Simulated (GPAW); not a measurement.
**Work function of CO/Cu(111) at several levels**

Wanted: work functions and dipole of CO/Cu(111), with the cost of each level.

Program: GPAW 26.7.0. Level of theory: GPAW, PAW setups; slab in vacuum, relaxation, in the first sound run; inputs show where later runs differ. Results are calculated unless marked as measured.

## 1. Set-up

The cell holds 6 atoms: 4 Cu, 1 C and 1 O. Its edges and angles: a = 2.553 Å, b = 2.553 Å, c = 24.880 Å, α = 90.0°, β = 90.0°, γ = 60.0°. Vacuum lies along c.

Coordinates:

```cif
data_structure
_symmetry_space_group_name_H-M 'P 1'
_symmetry_Int_Tables_number 1
_cell_length_a 2.5527
_cell_length_b 2.5527
_cell_length_c 24.8805
_cell_angle_alpha 90.000
_cell_angle_beta 90.000
_cell_angle_gamma 60.000
_cell_volume 140.40
loop_
_atom_site_label
_atom_site_type_symbol
_atom_site_fract_x
_atom_site_fract_y
_atom_site_fract_z
_atom_site_occupancy
Cu1 Cu 0.00000 0.00000 0.32154 1
Cu2 Cu 0.33333 0.33333 0.40531 1
Cu3 Cu 0.66667 0.66667 0.48908 1
Cu4 Cu 0.00000 0.00000 0.57285 1
C5 C 0.66667 0.66667 0.63184 1
O6 O 0.66667 0.66667 0.67846 1
```

## 2. Relaxation

The atoms are relaxed first, since the surface dipole, and with it the work function, follows the positions of the outer layers. The lowest 2 atoms are held at bulk positions and keep their forces.

run.py reads:

```python
import json
import numpy as np
from ase import Atoms
from ase.constraints import FixAtoms
from ase.optimize import BFGS
from gpaw import GPAW, PW

slab = Atoms(
    ['Cu', 'Cu', 'Cu', 'Cu', 'C', 'O'],
    positions=[
        [0.00000, 0.00000, 8.00000],
        [1.27633, 0.73689, 10.08423],
        [2.55266, 1.47378, 12.16847],
        [0.00000, 0.00000, 14.25270],
        [2.55266, 1.47378, 15.72049],
        [2.55266, 1.47378, 16.88049]],
    cell=[[2.55266, 0.0, 0.0], [1.27633, 2.21066, 0.0], [0.0, 0.0, 24.88049]],
    pbc=[True, True, False])

slab.calc = GPAW(mode=PW(500), xc='PBE', kpts={'size': (14, 14, 1), 'gamma': True},
                 occupations={'name': 'fermi-dirac', 'width': 0.1}, nbands='160%',
                 convergence={'density': 1e-05}, maxiter=200,
                 poissonsolver={'dipolelayer': 'xy'},
                 symmetry={'tolerance': 1e-3, 'extra_ids': [1, 1, 0, 0, 0, 0]}, txt='slab.txt')
result = {}
slab.set_constraint(FixAtoms([0, 1]))
path = []
opt = BFGS(slab, maxstep=0.2)
opt.attach(lambda: path.append((slab.get_potential_energy(), slab.positions.tolist(), slab.get_forces().tolist())))
result['relaxed'] = bool(opt.run(fmax=0.03, steps=40))
result['path'] = path
energy = slab.get_potential_energy()
fermi = slab.calc.get_fermi_level()
v = slab.calc.get_electrostatic_potential().mean((0, 1)) - fermi
n = slab.calc.get_pseudo_density().mean((0, 1))
L = slab.cell[2, 2]
z = np.arange(len(v)) * L / len(v)
low, high = slab.positions[:, 2].min(), slab.positions[:, 2].max()
below, above = np.interp([low - 5.8, high + 5.8], z, v)
slopes = [np.interp(x, z, np.gradient(v, z)) for x in (low - 5.8, high + 5.8)]
eps = np.array([[slab.calc.get_eigenvalues(k, s) for k in range(len(slab.calc.get_ibz_k_points()))]
                for s in range(slab.calc.get_number_of_spins())]) - fermi
top, bottom = eps[eps < 0].max(), eps[eps > 0].min()
dipole = slab.get_dipole_moment()[2]
print(f'energy {energy:.4f} eV, Fermi level {fermi:.4f} eV, dipole {dipole:.5f} e A')
print(f'potential 5.8 A off the faces, from the Fermi level: lower {below:.4f} eV, upper {above:.4f} eV')
print(f'slope of the potential there: lower {slopes[0]:.5f}, upper {slopes[1]:.5f} eV/A')
print(f'nearest levels on the mesh: {top:.4f} and {bottom:.4f} eV')
print('magnetic moment', round(slab.get_magnetic_moment(), 3))
result.update(energy=energy, fermi=fermi, dipole=dipole, below=below, above=above, slopes=slopes, edges=[top, bottom],
              z=z.tolist(), v=v.tolist(), n=n.tolist(), positions=slab.positions.tolist(),
              forces=slab.get_forces(apply_constraint=False).tolist(), moments=slab.get_magnetic_moments().tolist())
json.dump(result, open('result.json', 'w'))
```

Started as:

```console
$ OMP_NUM_THREADS=1 OPENBLAS_NUM_THREADS=1 python run.py
```

What it wrote:

```text
Step          Energy          fmax
BFGS:    0      -28.013430        0.566025
BFGS:    1      -28.011640        0.953855
BFGS:    2      -28.015654        0.181238
BFGS:    3      -28.016527        0.156758
BFGS:    4      -28.019331        0.335220
BFGS:    5      -28.020456        0.244275
BFGS:    6      -28.021377        0.172807
BFGS:    7      -28.022548        0.185423
BFGS:    8      -28.024279        0.288498
BFGS:    9      -28.025920        0.298322
BFGS:   10      -28.027100        0.150860
BFGS:   11      -28.027798        0.139158
BFGS:   12      -28.028453        0.173395
BFGS:   13      -28.028936        0.140219
BFGS:   14      -28.029087        0.057864
BFGS:   15      -28.029106        0.006457
energy -28.0002 eV, Fermi level 0.2926 eV, dipole -0.05949 e A
potential 5.8 A off the faces, from the Fermi level: lower 4.8004 eV, upper 6.7040 eV
slope of the potential there: lower -0.00179, upper -0.00100 eV/A
nearest levels on the mesh: -0.0416 and 0.0120 eV
magnetic moment 0.0
```

Elapsed: 24 min, on 1 thread of Arm Neoverse V2, shared host; peak memory 0.26 GiB.

This run has no spin polarisation, although Cu can carry a moment.

Step by step:

```
step  energy less that of the first step (eV)  largest force (eV/Å)
   1                                   0.0000                0.5660
   2                                   0.0019                0.9539
   3                                  -0.0022                0.1812
   4                                  -0.0030                0.1568
   5                                  -0.0058                0.3352
   6                                  -0.0068                0.2443
   7                                  -0.0077                0.1728
   8                                  -0.0088                0.1854
   9                                  -0.0105                0.2885
  10                                  -0.0120                0.2983
  11                                  -0.0132                0.1509
  12                                  -0.0139                0.1392
  13                                  -0.0145                0.1734
  14                                  -0.0149                0.1402
  15                                  -0.0150                0.0579
  16                                  -0.0150                0.0065
```

The atoms that moved most (Å):

```csv
atom,dx,dy,dz,length
O6,0.000,0.000,0.097,0.097
C5,0.000,0.000,0.093,0.093
Cu4,0.000,0.000,0.080,0.080
Cu3,0.000,0.000,0.024,0.024
```

Final coordinates:

```xyz
6
Lattice="2.5527 0.0000 0.0000 1.2763 2.2107 0.0000 0.0000 0.0000 24.8805" Properties=species:S:1:pos:R:3
Cu    0.0000    0.0000    8.0000
Cu    1.2763    0.7369   10.0842
Cu    2.5527    1.4738   12.1923
Cu    0.0000    0.0000   14.3328
C     2.5527    1.4738   15.8132
O     2.5527    1.4738   16.9775
```

This step gave:

| Quantity | Value |
| --- | --- |
| dipole along the normal | -0.05949 e·Å |
| levels nearest the Fermi level on the mesh | -0.04156, 0.01205 eV from the Fermi level |
| upper work function | 6.704 eV |
| lower work function | 4.800 eV |

The electrostatic potential energy of an electron (without an applied field's), less the Fermi level, planar mean oscillates, so the rows of the table below give means over windows of 2.03 Å about each position, cut where the curve ends. Its maxima inside the range that stand out by 2 % of the span (Å: eV): 9.0: 0.0106, 11.2: 0.134, 13.3: 0.104, 15.2: -4.30, 16.4: -3.14, 20.7: 6.71. Its minima: 8.0: -18.9, 10.0: -19.0, 12.2: -19.0, 14.4: -20.1, 15.8: -16.8, 17.0: -13.7.

Table of electrostatic potential energy of an electron (without an applied field's), less the Fermi level, planar mean by z; means over each step:

```
z (Å)  electrostatic potential energy of an electron (without an applied field's), less the Fermi level, planar mean (eV)
 1.01                                                                                                                4.89
 3.04                                                                                                                4.80
 5.08                                                                                                                4.73
 7.11                                                                                                               -3.45
 9.14                                                                                                               -7.77
11.17                                                                                                               -7.54
13.20                                                                                                               -7.53
15.23                                                                                                               -11.6
17.26                                                                                                               -1.89
19.29                                                                                                                6.68
21.32                                                                                                                6.70
23.35                                                                                                                6.70
```

Table of pseudo valence density, planar mean by z:

| z (Å) | pseudo valence density, planar mean (e/Å³) |
| --- | --- |
| 4.5 | 2.0e-4 |
| 5.0 | 7.1e-4 |
| 5.5 | 0.00254 |
| 6.0 | 0.00928 |
| 6.5 | 0.0334 |
| 7.0 | 0.123 |
| 7.5 | 0.632 |
| 8.0 | 2.29 |
| 8.5 | 0.639 |
| 9.0 | 0.247 |
| 9.5 | 0.499 |
| 10.0 | 2.21 |
| 10.5 | 0.852 |
| 11.0 | 0.258 |
| 11.5 | 0.373 |
| 12.0 | 1.84 |
| 12.5 | 1.30 |
| 13.0 | 0.298 |
| 13.5 | 0.281 |
| 14.0 | 1.17 |
| 14.5 | 1.93 |
| 15.0 | 0.521 |
| 15.5 | 0.566 |
| 16.0 | 0.542 |
| 16.5 | 0.732 |
| 17.0 | 1.16 |
| 17.5 | 0.414 |
| 18.0 | 0.0555 |
| 18.5 | 0.00658 |
| 19.0 | 7.8e-4 |
| 19.5 | 1.0e-4 |

The relaxation lowered the energy of the cell by 0.0150 eV (energies extrapolated to zero smearing; the optimiser's log prints free energies). The largest force left on a free atom is 0.0065 eV/Å.

## 3. Plane waves, PBE

With the geometry fixed, the planar mean of the potential gives the vacuum level on each side.

This step: GPAW, PAW setups; slab in vacuum (GPAW 26.7.0).

run.py: that of step 2 with these lines changed.

```diff
@@ -3,4 +3,2 @@
 from ase import Atoms
-from ase.constraints import FixAtoms
-from ase.optimize import BFGS
 from gpaw import GPAW, PW
@@ -12,6 +10,6 @@
         [1.27633, 0.73689, 10.08423],
-        [2.55266, 1.47378, 12.16847],
-        [0.00000, 0.00000, 14.25270],
-        [2.55266, 1.47378, 15.72049],
-        [2.55266, 1.47378, 16.88049]],
+        [2.55266, 1.47378, 12.19228],
+        [-0.00000, -0.00000, 14.33276],
+        [2.55266, 1.47378, 15.81320],
+        [2.55266, 1.47378, 16.97751]],
     cell=[[2.55266, 0.0, 0.0], [1.27633, 2.21066, 0.0], [0.0, 0.0, 24.88049]],
@@ -23,10 +21,4 @@
                  poissonsolver={'dipolelayer': 'xy'},
-                 symmetry={'tolerance': 1e-3, 'extra_ids': [1, 1, 0, 0, 0, 0]}, txt='slab.txt')
+                 symmetry={'tolerance': 1e-3}, txt='slab.txt')
 result = {}
-slab.set_constraint(FixAtoms([0, 1]))
-path = []
-opt = BFGS(slab, maxstep=0.2)
-opt.attach(lambda: path.append((slab.get_potential_energy(), slab.positions.tolist(), slab.get_forces().tolist())))
-result['relaxed'] = bool(opt.run(fmax=0.03, steps=40))
-result['path'] = path
 energy = slab.get_potential_energy()
```

What it wrote:

```text
energy -28.0002 eV, Fermi level 0.2927 eV, dipole -0.05966 e A
potential 5.8 A off the faces, from the Fermi level: lower 4.7999 eV, upper 6.7038 eV
slope of the potential there: lower -0.00169, upper -0.00106 eV/A
nearest levels on the mesh: -0.0416 and 0.0120 eV
magnetic moment 0.0
```

It took 3.3 min on 1 thread; peak memory 0.25 GiB.

Numbers from this step:

| Property | Result |
| --- | --- |
| dipole along the normal | -0.05966 e·Å |
| levels nearest the Fermi level on the mesh | -0.04161, 0.01204 eV from the Fermi level |

The electrostatic potential energy of an electron (without an applied field's), less the Fermi level, planar mean oscillates, so the rows of the table below give means over windows of 2.03 Å about each position, cut where the curve ends. Its maxima inside the range that stand out by 2 % of the span (Å: eV): 9.0: 0.0106, 11.2: 0.134, 13.3: 0.104, 15.2: -4.30, 16.4: -3.14, 20.7: 6.71. Its minima: 8.0: -18.9, 10.0: -19.0, 12.2: -19.0, 14.4: -20.1, 15.8: -16.8, 17.0: -13.7.

Table of electrostatic potential energy of an electron (without an applied field's), less the Fermi level, planar mean by z; means over each step:

(Unchanged from step 2.)

The pseudo valence density, planar mean oscillates, so the rows of the table below give means over windows of 2.21 Å about each position, cut where the curve ends. Its maxima inside the range that stand out by 2 % of the span (Å: e/Å³): 7.9: 2.33, 10.1: 2.39, 12.2: 2.42, 14.4: 2.40, 17.0: 1.18. Its minima: 9.0: 0.241, 11.1: 0.240, 13.3: 0.230, 15.1: 0.479.

Pseudo valence density, planar mean against z; means over each step:

| z (Å) | pseudo valence density, planar mean (e/Å³) |
| --- | --- |
| 3.31 | 3.0e-5 |
| 5.53 | 0.00818 |
| 7.73 | 0.851 |
| 9.95 | 0.896 |
| 12.16 | 0.893 |
| 14.37 | 0.952 |
| 16.57 | 0.707 |
| 18.79 | 0.0229 |
| 21.00 | 3.4e-6 |

The potential is flat to 0.002 eV/Å where it is read, so the vacuum is wide enough.

## 4. OptPBE vdW: xc = "optPBE-vdW"

The same geometry under optPBE-vdW, to see how far the functional moves the levels against the vacuum (the van der Waals functionals take revPBE setups).

run.py: that of step 3 with these lines changed.

```diff
@@ -17,3 +17,3 @@
 
-slab.calc = GPAW(mode=PW(500), xc='PBE', kpts={'size': (14, 14, 1), 'gamma': True},
+slab.calc = GPAW(mode=PW(500), xc='optPBE-vdW', kpts={'size': (14, 14, 1), 'gamma': True},
                  occupations={'name': 'fermi-dirac', 'width': 0.1}, nbands='160%',
```

What it wrote:

```text
energy -74.4358 eV, Fermi level 0.1874 eV, dipole -0.06304 e A
potential 5.8 A off the faces, from the Fermi level: lower 4.9397 eV, upper 6.9519 eV
slope of the potential there: lower -0.00187, upper -0.00107 eV/A
nearest levels on the mesh: -0.0222 and 0.0023 eV
magnetic moment 0.0
```

The job ended after 3.4 min (1 thread; peak memory 0.39 GiB).

Numbers from this step:

```
dipole along the normal                    : -0.06304 e·Å
levels nearest the Fermi level on the mesh : -0.02220, 0.002341 eV from the Fermi level
upper work function                        : 6.952 eV
lower work function                        : 4.940 eV
```

The electrostatic potential energy of an electron (without an applied field's), less the Fermi level, planar mean oscillates, so the rows of the table below give means over windows of 2.03 Å about each position, cut where the curve ends. Its maxima inside the range that stand out by 2 % of the span (Å: eV): 9.0: -0.136, 11.2: -0.00817, 13.3: -0.0210, 15.2: -4.30, 16.4: -3.10, 20.7: 6.95. Its minima: 8.0: -18.8, 10.0: -18.9, 12.2: -19.0, 14.4: -20.0, 15.8: -16.8, 17.0: -13.5.

The electrostatic potential energy of an electron (without an applied field's), less the Fermi level, planar mean by z; means over each step:

z (Å), electrostatic potential energy of an electron (without an applied field's), less the Fermi level, planar mean (eV) and a bar from the least value:
```
     1.01        5.0 ###########################
     3.04        4.9 ###########################
     5.08        4.9 ###########################
     7.11       -3.4 #############
     9.14       -7.8 ######
    11.17       -7.6 ######
    13.20       -7.6 ######
    15.23      -11.5 
    17.26       -1.7 ################
    19.29        6.9 ##############################
    21.32        7.0 ##############################
    23.35        7.0 ##############################
```

The pseudo valence density, planar mean oscillates, so the rows of the table below give means over windows of 2.21 Å about each position, cut where the curve ends. Its maxima inside the range that stand out by 2 % of the span (Å: e/Å³): 7.9: 2.34, 10.1: 2.39, 12.2: 2.43, 14.4: 2.41, 17.0: 1.19. Its minima: 9.0: 0.236, 11.1: 0.236, 13.3: 0.226, 15.1: 0.475.

Pseudo valence density, planar mean against z; means over each step:

z (Å), pseudo valence density, planar mean (e/Å³) and a bar:
```
     3.31       0.00 
     5.53       0.01 
     7.73       0.85 ###########################
     9.95       0.90 ############################
    12.16       0.89 ############################
    14.37       0.95 ##############################
    16.57       0.71 ######################
    18.79       0.02 #
    21.00       0.00
```

Force by atom:

| atom | x (eV/Å) | y (eV/Å) | z (eV/Å) | size |
| --- | --- | --- | --- | --- |
| Cu1 | 0.000 | 0.000 | -0.296 | 0.296 |
| Cu2 | 0.000 | 0.000 | 0.034 | 0.034 |
| Cu3 | 0.000 | 0.000 | 0.027 | 0.027 |
| Cu4 | 0.000 | 0.000 | -0.195 | 0.195 |
| C5 | 0.000 | 0.000 | 0.336 | 0.336 |
| O6 | 0.000 | 0.000 | 0.058 | 0.058 |

The upper face's work function is 6.952 eV, against 6.704 eV in the first plane-wave PBE run at this geometry.

## 5. Self-consistent run: xc = "RPBE"

The same geometry under RPBE, to see how far the functional moves the levels against the vacuum.

run.py: that of step 4 with these lines changed.

```diff
@@ -17,3 +17,3 @@
 
-slab.calc = GPAW(mode=PW(500), xc='optPBE-vdW', kpts={'size': (14, 14, 1), 'gamma': True},
+slab.calc = GPAW(mode=PW(500), xc='RPBE', kpts={'size': (14, 14, 1), 'gamma': True},
                  occupations={'name': 'fermi-dirac', 'width': 0.1}, nbands='160%',
```

What it wrote:

```text
energy -25.2976 eV, Fermi level 0.4532 eV, dipole -0.05974 e A
potential 5.8 A off the faces, from the Fermi level: lower 4.6270 eV, upper 6.5339 eV
slope of the potential there: lower -0.00170, upper -0.00103 eV/A
nearest levels on the mesh: -0.0461 and 0.0116 eV
magnetic moment 0.0
```

It took 3.2 min on 1 thread; peak memory 0.25 GiB.

Numbers from this step:

```
dipole along the normal                    : -0.05974 e·Å
levels nearest the Fermi level on the mesh : -0.04614, 0.01158 eV from the Fermi level
upper work function                        : 6.534 eV
lower work function                        : 4.627 eV
```

The electrostatic potential energy of an electron (without an applied field's), less the Fermi level, planar mean by z:

```csv
z (Å),"electrostatic potential energy of an electron (without an applied field's), less the Fermi level, planar mean (eV)"
0.0,5.58
0.5,4.63
1.0,4.63
1.5,4.63
2.0,4.63
2.5,4.63
3.0,4.63
3.5,4.63
4.0,4.62
4.5,4.62
5.0,4.60
5.5,4.55
6.0,4.36
6.5,3.70
7.0,1.37
7.5,-7.20
8.0,-19.0
8.5,-7.24
9.0,-0.225
9.5,-5.28
10.0,-18.6
10.5,-9.84
11.0,-0.476
11.5,-3.03
12.0,-16.5
12.5,-13.2
13.0,-1.36
13.5,-1.48
14.0,-13.3
14.5,-18.3
15.0,-5.59
15.5,-9.42
16.0,-13.1
16.5,-3.40
17.0,-13.3
17.5,2.21
18.0,6.01
18.5,6.47
19.0,6.53
19.5,6.53
20.0,6.53
20.5,6.53
21.0,6.53
21.5,6.53
22.0,6.53
22.5,6.53
23.0,6.53
23.5,6.53
24.0,6.53
24.5,6.45
```

The upper face's work function is 6.534 eV, against 6.704 eV in the first plane-wave PBE run at this geometry.

## 6. Self-consistent run: xc = "LDA"

The same geometry under LDA, to see how far the functional moves the levels against the vacuum.

run.py: that of step 5 with these lines changed.

```diff
@@ -17,3 +17,3 @@
 
-slab.calc = GPAW(mode=PW(500), xc='RPBE', kpts={'size': (14, 14, 1), 'gamma': True},
+slab.calc = GPAW(mode=PW(500), xc='LDA', kpts={'size': (14, 14, 1), 'gamma': True},
                  occupations={'name': 'fermi-dirac', 'width': 0.1}, nbands='160%',
```

What it wrote:

```text
energy -33.4375 eV, Fermi level -0.1061 eV, dipole -0.06129 e A
potential 5.8 A off the faces, from the Fermi level: lower 5.1606 eV, upper 7.1164 eV
slope of the potential there: lower -0.00166, upper -0.00105 eV/A
nearest levels on the mesh: -0.0227 and 0.0100 eV
magnetic moment 0.0
```

Elapsed: 3.6 min, on 1 thread; peak memory 0.25 GiB.

Numbers from this step:

- dipole along the normal: -0.06129 e·Å
- levels nearest the Fermi level on the mesh: -0.02272, 0.009955 eV from the Fermi level
- upper work function: 7.116 eV
- lower work function: 5.161 eV

The upper face's work function is 7.116 eV, against 6.704 eV in the first plane-wave PBE run at this geometry.

## 7. Self-consistent run: xc = "revPBE"

The same geometry under revPBE, to see how far the functional moves the levels against the vacuum.

run.py: that of step 6 with these lines changed.

```diff
@@ -17,3 +17,3 @@
 
-slab.calc = GPAW(mode=PW(500), xc='LDA', kpts={'size': (14, 14, 1), 'gamma': True},
+slab.calc = GPAW(mode=PW(500), xc='revPBE', kpts={'size': (14, 14, 1), 'gamma': True},
                  occupations={'name': 'fermi-dirac', 'width': 0.1}, nbands='160%',
```

What it wrote:

```text
energy -25.7654 eV, Fermi level 0.4252 eV, dipole -0.05937 e A
potential 5.8 A off the faces, from the Fermi level: lower 4.6518 eV, upper 6.5468 eV
slope of the potential there: lower -0.00182, upper -0.00107 eV/A
nearest levels on the mesh: -0.0454 and 0.0117 eV
magnetic moment 0.0
```

The job ended after 3 min (1 thread; peak memory 0.25 GiB).

Numbers from this step:

* dipole along the normal: -0.05937 e·Å
* levels nearest the Fermi level on the mesh: -0.04539, 0.01165 eV from the Fermi level
* upper work function: 6.547 eV
* lower work function: 4.652 eV

The upper face's work function is 6.547 eV, against 6.704 eV in the first plane-wave PBE run at this geometry.

(Continued in part 2 of 2.)

[Logs are printed without paths, hosts, clocks, repeated set-up lines and the standing remarks that a program may print on its own settings, such as how far it seeks lower states.]

[Hosts, paths, dates, database ids (printed as entryN), source tags and the programs' standing remarks are cut or masked in the printed files.]
